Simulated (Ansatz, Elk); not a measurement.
# Rb2La: X-ray structure factors from the self-consistent density

Structure refinements treat a crystal as free atoms side by side. For a made-up structure of Rb2La (cell and positions from a r2SCAN relaxation) the runs below show what the calculated density changes in F(hkl).

Program: Elk 11.2.3 (patched build). Level of theory: DFT, PBE, all-electron APW+lo, Dirac cores, scalar-relativistic bands, static density, no spin. Results are calculated unless marked as measured.

This account leaves out most program logs.

The structure was built from a prototype and need not be the compound's stable phase.

**1. Set-up**

Symmetry: P6/mmm, No. 191, hexagonal system. The conventional cell has a = 7.544 Å, b = 7.544 Å, c = 3.744 Å, α = 90.00°, β = 90.00°, γ = 120.00°. Nearest to La lie 2 La at 3.74 Å. Rb has 2 Rb at 3.74 Å nearest. Farther neighbours are not listed.

As a file:

```cif
data_structure
_symmetry_space_group_name_H-M 'P 1'
_symmetry_Int_Tables_number 1
_cell_length_a 7.5440
_cell_length_b 7.5440
_cell_length_c 3.7439
_cell_angle_alpha 90.000
_cell_angle_beta 90.000
_cell_angle_gamma 120.000
_cell_volume 184.53
loop_
_atom_site_label
_atom_site_type_symbol
_atom_site_fract_x
_atom_site_fract_y
_atom_site_fract_z
_atom_site_occupancy
La1 La 0.00000 0.00000 0.00000 1
Rb2 Rb 0.66667 0.33333 0.50000 1
Rb3 Rb 0.33333 0.66667 0.50000 1
```

**2. Ground state and structure factors**

An all-electron density is needed, since X-rays see the cores too. Task 0 finds the density and task 195 Fourier-transforms it; tshift is off so that phases refer to the origin typed.

elk.in

```
tasks
  0
  195

xctype
  20

spinpol
  .false.

rgkmax
  7.0

gmaxvr
  14.0

lmaxo
  7

lmaxapw
  8

swidth
  0.002

tshift
  .false.

ramdisk
  .false.

hmaxvr
  5.5

maxscl
  120

epspot
  1e-06

sppath
  './'

avec
  14.25614521140 0.00000000000 0.00000000000
  -7.12807260570 12.34618391311 0.00000000000
  0.00000000000 0.00000000000 7.07497595831

atoms
  2
  'La.in'
  1
  0.0000000000 -0.0000000000 0.0000000000   0.000000 0.000000 0.000000
  'Rb.in'
  2
  0.6666666667 0.3333333333 0.5000000000   0.000000 0.000000 0.000000
  0.3333333333 0.6666666667 0.5000000000   0.000000 0.000000 0.000000

ngridk
  4 4 6
```

On the command line:

```console
OMP_NUM_THREADS=4 elk
```

Run time: 23 s. Hardware: 4 threads of Intel Xeon Platinum 8488C (Sapphire Rapids), shared host; peak memory 0.25 GiB.

SFACRHO.OUT:

```text

h k l indices transformed by vhmat matrix:
   1.000000000       0.000000000       0.000000000    
   0.000000000       1.000000000       0.000000000    
   0.000000000       0.000000000       1.000000000    

      h      k      l  multipl.   |H|            Re(F)            Im(F)           |F|

      0      0      0      1   0.0000000       131.00000      0.13317477E-17   131.00000    
      0     -1      0      6  0.50891720       18.968688     -0.43203614E-14   18.968688    
      1     -2      0      6  0.88147044       114.69211     -0.32466470E-17   114.69211    
      0      0      1      2  0.88808575      -15.528141     -0.19797483E-13   15.528141    
      2      0      0      6   1.0178344       16.854786      0.30242529E-13   16.854786    
      0     -1     -1     12   1.0235688       79.585729     -0.43203614E-14   79.585729    
     -1     -1      1     12   1.2512739      -13.845140     -0.32702787E-13   13.845140    
      1     -3      0     12   1.3464683       15.834191      -0.0000000       15.834191    
      2     -2      1     12   1.3508083       74.291924     -0.43203614E-14   74.291924    
      3     -3      0      6   1.5267516       99.469207     -0.49073111E-13   99.469207    
     -3      2     -1     24   1.6129703       70.066231      0.43203614E-14   70.066231    
     -4      2      0      6   1.7629409       94.249775      0.47340524E-13   94.249775    
      0     -3     -1     12   1.7662578      -11.829356     -0.18177214E-13   11.829356    
      0      0     -2      2   1.7761715       93.862751     -0.34149529E-13   93.862751    
     -1      4      0     12   1.8349270       14.450954      0.21601807E-13   14.450954    
      1     -1      2     12   1.8476423       14.377861      -0.0000000       14.377861    
     -2     -2      1     12   1.9739951      -11.160802     -0.50104929E-13   11.160802    
      2     -1     -2     12   1.9828705       89.762189     -0.44543800E-13   89.762189
```

Elk indexes on the primitive cell of elk.in and gives |H| = 4π sin θ/λ in inverse bohr. Below, one row stands for each form hkl of the conventional cell (m members, Friedel mates merged), F is for one primitive cell and the density is static (no thermal factor). Free-atom factors are Waasmaier and Kirfel's, and R is Σm||F|−|F'||/Σm|F|.

| hkl | m | sin θ/λ (Å⁻¹) | abs F, DFT | neutral atoms | diff. |
| --- | --- | --- | --- | --- | --- |
| 100 | 6 | 0.076 | 18.969 | 18.731 | +0.238 |
| 110 | 6 | 0.133 | 114.692 | 114.656 | +0.036 |
| 001 | 2 | 0.134 | 15.528 | 15.222 | +0.306 |
| 200 | 6 | 0.153 | 16.855 | 16.778 | +0.077 |
| 101 | 12 | 0.154 | 79.586 | 79.765 | -0.179 |
| 111 | 12 | 0.188 | 13.845 | 13.834 | +0.011 |
| 210 | 12 | 0.203 | 15.834 | 15.806 | +0.028 |
| 201 | 12 | 0.203 | 74.292 | 74.239 | +0.053 |
| 300 | 6 | 0.230 | 99.469 | 99.383 | +0.086 |
| 211 | 24 | 0.243 | 70.066 | 69.982 | +0.084 |
| 220 | 6 | 0.265 | 94.250 | 94.197 | +0.053 |
| 301 | 12 | 0.266 | 11.829 | 11.866 | -0.037 |
| 002 | 2 | 0.267 | 93.863 | 93.918 | -0.055 |
| 310 | 12 | 0.276 | 14.451 | 14.447 | +0.004 |
| 102 | 12 | 0.278 | 14.378 | 14.413 | -0.035 |
| 221 | 12 | 0.297 | 11.161 | 11.195 | -0.034 |
| 112 | 12 | 0.298 | 89.762 | 89.741 | +0.022 |
| 400 | 6 | 0.306 | 13.907 | 13.925 | -0.017 |
| 311 | 24 | 0.307 | 63.797 | 63.755 | +0.042 |
| 202 | 12 | 0.308 | 13.922 | 13.896 | +0.027 |
| 320 | 12 | 0.334 | 13.458 | 13.474 | -0.016 |
| 401 | 12 | 0.334 | 61.417 | 61.386 | +0.031 |

**3. The highest occupied states alone**

An energy window below the Fermi level keeps the highest occupied states, to see at which angles they scatter; shallow core shells can lie inside it and anion s states outside. No new self-consistency is needed.

elk.in: that of step 2 with these lines changed.

```diff
@@ -1,3 +1,2 @@
 tasks
-  0
   195
@@ -40,2 +39,5 @@
 
+wsfac
+  -0.337800 0.403190
+
 sppath
```

On the command line:

```console
OMP_NUM_THREADS=4 elk
```

Elapsed: 12 s, on 4 threads; peak memory 0.17 GiB; 14 s of CPU time.

States within 12 eV below the Fermi level hold 5.00 electrons; any levels below the window count with the cores. Their amplitudes can exceed the total, where window and core parts have opposite phase:

| hkl | sin θ/λ (Å⁻¹) | abs F, window | abs F, all |
| --- | --- | --- | --- |
| 100 | 0.076 | 1.335 | 18.969 |
| 110 | 0.133 | 0.252 | 114.692 |
| 001 | 0.134 | 0.062 | 15.528 |
| 200 | 0.153 | 0.217 | 16.855 |
| 101 | 0.154 | 0.074 | 79.586 |
| 111 | 0.188 | 0.007 | 13.845 |
| 210 | 0.203 | 0.046 | 15.834 |
| 201 | 0.203 | 0.075 | 74.292 |
| 300 | 0.230 | 0.107 | 99.469 |
| 211 | 0.243 | 0.090 | 70.066 |

**4. Another functional**

The difference from free atoms is small, so it is set against the change that LDA (Perdew-Wang) makes.

elk.in: that of step 3 with these lines changed.

```diff
@@ -1,2 +1,3 @@
 tasks
+  0
   195
@@ -4,3 +5,3 @@
 xctype
-  20
+  3
 
@@ -39,5 +40,2 @@
 
-wsfac
-  -0.337800 0.403190
-
 sppath
```

On the command line:

```console
OMP_NUM_THREADS=4 elk
```

The job ended after 14 s (4 threads; peak memory 0.18 GiB).

Against the first run R = 0.04 %; the largest change is -0.046 at 001.

**5. A coarser k-mesh**

About half the k-points along each axis test the sampling.

elk.in: that of step 4 with these lines changed.

```diff
@@ -5,3 +5,3 @@
 xctype
-  3
+  20
 
@@ -59,2 +59,2 @@
 ngridk
-  4 4 6
+  2 2 3
```

On the command line:

```console
OMP_NUM_THREADS=4 elk
```

Elapsed: 20 s, on 4 threads; peak memory 0.24 GiB; 30 s of CPU time.

Against the first run R = 0.02 %; the largest change is -0.107 at 001.

**6. Basis size**

The basis and the expansions that go with it are enlarged, to see whether the differences are converged.

elk.in: that of step 5 with these lines changed.

```diff
@@ -11,12 +11,12 @@
 rgkmax
-  7.0
+  8.5
 
 gmaxvr
-  14.0
+  18.0
 
 lmaxo
-  7
+  9
 
 lmaxapw
-  8
+  10
 
@@ -59,2 +59,2 @@
 ngridk
-  2 2 3
+  4 4 6
```

On the command line:

```console
OMP_NUM_THREADS=4 elk
```

It took 66 s on 4 threads; peak memory 0.49 GiB.

Against the first run R = 0.01 %; the largest change is +0.021 at 201.

**7. Settings against the effect**

| run | R against the first run (%) | R against neutral atoms, low angle (%) | wall time |
| --- | --- | --- | --- |
| PBE, rgkmax 7 | 0.00 | 0.13 | 23 s |
| LDA (Perdew-Wang) | 0.04 | 0.12 | 14 s |
| k-mesh 2×2×3 | 0.02 | 0.13 | 20 s |
| rgkmax 8.5 with larger expansions | 0.01 | 0.15 | 66 s |

**8. Results**

```yaml
r_against_neutral_atoms_sin_theta_lambda_0p3_a_minus1: 0.13 %
r_against_neutral_atoms_0p3_to_0p72_a_minus1: 0.14 %
```

What this shows: Independent neutral atoms miss the calculated amplitudes by R = 0.13 % below 0.3 Å⁻¹ and 0.14 % from there to 0.72 Å⁻¹; by shells, 0.27 % below 0.15 Å⁻¹ (3 forms), 0.12 % 0.15 to 0.3 (14 forms), 0.07 % 0.3 to 0.45 (28 forms), 0.16 % above 0.45 (104 forms). Bonding, aspherical density and the tables' own atoms all enter these figures, and the runs don't part them. The largest change of an amplitude is +0.31 electrons, at 001. The window's part falls from 5.0 electrons at the origin to at most 0.03 between 0.45 and 0.72 Å⁻¹. Below 0.3 Å⁻¹ the changes that finished (LDA (Perdew-Wang), k-mesh 2×2×3 and rgkmax 8.5 with larger expansions) move F by R = 0.08 % at most, against the 0.13 % that separates it from free atoms, so the difference from free atoms is only partly resolved. A single amplitude moves by up to 0.11 electrons, against 0.31 for the largest difference from free atoms. Part of the difference isn't bonding: the tables are fits to free atoms and ions calculated by other methods than this functional. Thermal motion, anomalous dispersion and extinction are left out.

[Logs are printed without paths, hosts, clocks, repeated set-up lines and the standing remarks that a program may print on its own settings, such as how far it seeks lower states.]

[Hosts, paths, dates, database ids (printed as entryN), source tags and the programs' standing remarks are cut or masked in the printed files.]
